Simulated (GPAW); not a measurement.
# Optical response of Ba3SnS (model structure), part 2 of 2

Aim: the dielectric function of Ba3SnS (model structure), and the optical constants that follow from it. The cell was made here by substitution or stacking, whether or not such a phase is known. It was built so: All O replaced by S and Pb replaced by Sn in the Pm-3m structure of Ba3PbO. The cell given below was relaxed beforehand with Ansatz.

GPAW 26.7.0; DFT, revPBE, plane-wave PAW (GPAW data sets), scalar-relativistic, RPA, optical limit.

So far. Step 2 (Ground state): There are states at the Fermi level within the smearing, so the occupations stay smeared and the carriers get a Drude term.

**4. Dielectric function, RPA**

Transitions between filled and empty bands, summed over the zone, give the optical response, so mesh, band count and broadening shape it.

The induced potential is part of this response.

This step: DFT, revPBE, plane-wave PAW (GPAW data sets), scalar-relativistic, RPA, optical limit (GPAW 26.7.0).

df.py

```python
from gpaw.response.df import DielectricFunction

df = DielectricFunction('full.gpw', frequencies={'type': 'nonlinear', 'domega0': 0.03, 'omega2': 8},
                        ecut=50,
                        eta=0.2,
                        nbands=49,
                        rate=0.1,
                        txt='df.txt')
for direction in ['x']:
    df.get_dielectric_function(xc='RPA', direction=direction, filename=f'df_{direction}.csv')
```

On the command line:

```sh
OMP_NUM_THREADS=1 python df.py
```

Numbers of over 12 decimals in the logs are rounded to 6 here.

The log of the run:

```text
Using integrator: PointIntegrator
NonLinearFrequencyDescriptor(from 0.000 to 38.041 eV, 428 points)
Nonperiodic BCs:  [False False False]
Using integrator: PointIntegrator
NonLinearFrequencyDescriptor(from 0.000 to 38.041 eV, 428 points)
Nonperiodic BCs:  [False False False]
Using integrator: PointIntegrator

Calculating chi0 body with:
    Ground state adapter containing:
    Number of spins: 1
    Number of kpoints: 216
    Number of irreducible kpoints: 20
    Number of completely occupied states: 22
    Number of partially occupied states: 31

    Linear response parametrization:
    q_c: [0.0, 0.0, 0.0]
    Number of frequency points: 428
    Planewave cutoff: 50.0
    Number of bands: 49
    Number of planewaves: 179
    Broadening (eta): 0.2

Integrating chi0 body.

Symmetries of q_c:
    Direct symmetries (Uq -> q): 48
    Indirect symmetries (TUq -> q): 0
In total 48 allowed symmetries.

20 groups of equivalent kpoints. 90.740741% reduction.

Integral kind: spectral function

Calculating chi0 optical extensions with:
    Ground state adapter containing:
    Number of spins: 1
    Number of kpoints: 216
    Number of irreducible kpoints: 20
    Number of completely occupied states: 22
    Number of partially occupied states: 31

    Linear response parametrization:
    Number of frequency points: 428
    Planewave cutoff: 50.0
    Number of bands: 49
    Number of planewaves: 179
    Broadening (eta): 0.2
Integrating chi0 head and wings.

Symmetries of q_c:
    Direct symmetries (Uq -> q): 48
    Indirect symmetries (TUq -> q): 0
In total 48 allowed symmetries.

20 groups of equivalent kpoints. 90.740741% reduction.

Integral kind: spectral function wings

Calculating drude chi0 with:
    Number of frequency points:428
    Plasma frequency decay rate: 0.1 eV

    Ground state adapter containing:
    Number of spins: 1
    Number of kpoints: 216
    Number of irreducible kpoints: 20
    Number of completely occupied states: 22
    Number of partially occupied states: 31

Symmetries of q_c:
    Direct symmetries (Uq -> q): 48
    Indirect symmetries (TUq -> q): 0
In total 48 allowed symmetries.

20 groups of equivalent kpoints. 90.740741% reduction.

Integral kind: intraband
Plasma frequency:
[[1.42+0.j 0.  -0.j 0.  +0.j]
 [0.  -0.j 1.42+0.j 0.  +0.j]
 [0.  +0.j 0.  +0.j 1.42+0.j]]
```

Run time: 23 s. Hardware: 1 thread of Arm Neoverse V2, shared host; peak memory 0.95 GiB.

Some rows of df_x.csv (energy; Re and Im without local fields; Re and Im with them):

```text
0.000000, 260.056245, 0.000000, 257.990261, 0.000000
0.273828, 8.044775, 41.787901, 5.621452, 42.056778
0.555532, 8.849229, 22.248661, 5.765542, 21.634056
0.845458, 7.589588, 16.939363, 4.690086, 15.253865
1.143969, 6.247607, 14.076932, 3.786840, 11.655146
1.451455, 6.648562, 13.335220, 4.785579, 9.811233
1.768324, 2.572642, 15.603683, 3.320084, 11.365026
2.095014, -1.287213, 12.082610, 0.905115, 10.004946
2.431988, -2.271909, 9.138733, -0.112209, 8.279081
2.779740, -2.574582, 6.218846, -1.195369, 6.604553
3.138794, -1.158440, 4.632041, -0.567247, 4.916421
3.509712, -0.629512, 4.453321, -0.191517, 4.417051
3.893091, -0.819930, 4.052893, -0.187444, 4.266510
4.289570, -0.828941, 3.038532, -0.567603, 3.627178
4.699832, -0.386509, 2.283414, -0.817654, 3.078057
5.124608, 0.213356, 2.125481, -0.539299, 1.993035
5.564682, 0.556475, 1.767698, 0.119515, 1.490752
6.020896, 1.354045, 2.259292, 1.035624, 1.594912
6.494155, 0.792003, 3.761341, 1.231244, 2.864075
6.985432, -0.176391, 2.563002, 0.187662, 2.284542
7.495775, -0.229467, 2.527004, 0.404527, 2.356450
```

Sum at mesh points, not converged in k. Im ε, E ∥ x against photon energy; read off at these points:

```tsv
photon energy (eV)	Im ε, E ∥ x
0.500	23.2
0.750	16.4
1.000	13.3
1.250	10.8
1.500	10.0
1.750	11.4
2.000	10.5
2.250	9.13
2.500	8.05
2.750	6.83
3.000	5.33
3.250	4.75
3.500	4.43
3.750	4.25
4.000	4.16
4.250	3.69
4.500	3.35
4.750	2.93
5.000	2.22
5.250	1.78
5.500	1.56
5.750	1.38
6.000	1.57
6.250	1.91
6.500	2.88
6.602	3.02
6.750	2.66
7.000	2.27
7.250	2.11
7.500	2.36
```

Values under 1 per cm are given as 1; sum at mesh points, not converged in k. Table of absorption coefficient, E ∥ x by photon energy:

```tsv
photon energy (eV)	absorption coefficient, E ∥ x (1/cm)
0.4922	1.5e5
0.7479	1.9e5
1.0102	2.3e5
1.2454	2.5e5
1.4862	2.6e5
1.7326	3.6e5
1.9850	4.3e5
2.2435	4.8e5
2.5083	5.2e5
2.7405	5.6e5
3.0178	5.4e5
3.2611	5.3e5
3.5097	5.4e5
3.7639	5.6e5
3.9800	6.1e5
4.2448	6.3e5
4.5157	6.4e5
4.7463	6.7e5
4.9814	6.3e5
5.2696	5.5e5
5.5150	4.8e5
5.7654	4.0e5
6.0209	4.0e5
6.2291	4.4e5
6.4942	6.4e5
6.7648	7.5e5
6.9854	7.3e5
7.2665	6.9e5
7.4958	7.6e5
```

Sum at mesh points, not converged in k. The reflectivity at normal incidence, E ∥ x by photon energy; read off at these points:

```tsv
photon energy (eV)	reflectivity at normal incidence, E ∥ x (%)
0.40	56.0
0.60	50.5
0.80	45.6
1.00	42.7
1.20	39.2
1.40	36.2
1.60	38.0
1.80	40.1
2.00	40.6
2.20	40.2
2.40	39.4
2.60	39.7
2.80	39.6
3.00	36.1
3.20	32.8
3.40	30.9
3.60	29.7
3.80	29.1
4.00	30.4
4.20	30.7
4.40	30.1
4.60	30.4
4.80	32.1
5.00	29.5
5.20	25.6
5.40	20.1
5.60	15.2
5.80	9.82
6.00	8.89
6.20	9.96
6.40	13.4
6.60	19.6
6.71	20.9
6.80	20.4
7.00	19.2
7.20	17.2
7.40	17.0
7.60	19.5
```

Sum at mesh points, not converged in k. Im ε, E ∥ x against photon energy; read off at these points:

```tsv
photon energy (eV)	without local fields	with local fields
0.500	23.6	23.2
0.750	17.7	16.4
1.000	15.3	13.3
1.250	13.5	10.8
1.500	13.9	10.0
1.697	15.8	11.4
1.750	15.7	11.4
2.000	13.3	10.5
2.250	10.7	9.13
2.500	8.65	8.05
2.750	6.49	6.83
3.000	4.99	5.33
3.250	4.53	4.75
3.500	4.46	4.43
3.750	4.19	4.25
4.000	3.80	4.16
4.250	3.12	3.69
4.500	2.64	3.35
4.750	2.21	2.93
5.000	2.11	2.22
5.250	2.08	1.78
5.500	1.84	1.56
5.750	1.78	1.38
6.000	2.22	1.57
6.250	2.71	1.91
6.500	3.76	2.88
6.750	2.98	2.66
7.000	2.55	2.27
7.250	2.41	2.11
7.500	2.53	2.36
```

Sum at mesh points, not converged in k. The loss function −Im 1/ε at q → 0, E ∥ x by energy loss; read off at these points:

```tsv
energy loss (eV)	loss function −Im 1/ε at q → 0, E ∥ x
0.500	0.0403
0.750	0.0563
1.000	0.0695
1.250	0.0823
1.500	0.0796
1.750	0.0802
2.000	0.0932
2.250	0.109
2.500	0.124
2.750	0.142
3.000	0.183
3.250	0.209
3.500	0.226
3.750	0.235
4.000	0.238
4.250	0.265
4.500	0.290
4.750	0.314
5.000	0.412
5.250	0.542
5.500	0.640
5.615	0.681
5.750	0.638
6.000	0.453
6.250	0.352
6.500	0.295
6.750	0.374
7.000	0.438
7.210	0.466
7.250	0.461
7.500	0.411
```

From ε follow the optical constants at some laser and lamp lines:

```tsv
wavelength (nm)	n	k	R (%)	1/α
1064	2.82	2.035	39.8	42 nm
532	2.10	2.076	39.7	20 nm
450	1.69	2.006	39.9	18 nm
405	1.49	1.719	34.9	19 nm
308	1.37	1.506	30.5	16 nm
248	0.90	1.226	29.5	16 nm
193	1.48	0.866	14.2	18 nm
```

In reflection the computed colour is grey: x = 0.315, y = 0.331, luminous reflectivity 40 %.

**5. Summary of results**

In words: At this level (revPBE, RPA) Ba3SnS is a metal. The mesh is too coarse to trust the carriers' weight, the reflectivity or the colour to better than tens of per cent. In reflection the computed colour is grey: x = 0.315, y = 0.331, luminous reflectivity 40 %. The carriers' damping of 0.1 eV is typed, not computed; it shapes the response at the lowest energies. Spin-orbit coupling is left out although heavy atoms are present. The curves end at 8 eV, about where the summed bands run out. GPAW's carrier term has the form −ωp²/(ω + i·rate)², which damps like twice the rate and fails at low energy, so the curves leave the lowest energies out. The sum runs over mesh points 0.17 Å⁻¹ apart with no interpolation, so peaks are partly noise of the mesh, and the Drude plasma energy, a sum over the Fermi surface, isn't converged.

[Machine, clock and banner lines and Python warnings are left out of the logs.]

[Logs are printed without paths, hosts, clocks, repeated set-up lines and the standing remarks that a program may print on its own settings, such as how far it seeks lower states.]

[Hosts, paths, dates, database ids (printed as entryN), source tags and the programs' standing remarks are cut or masked in the printed files.]
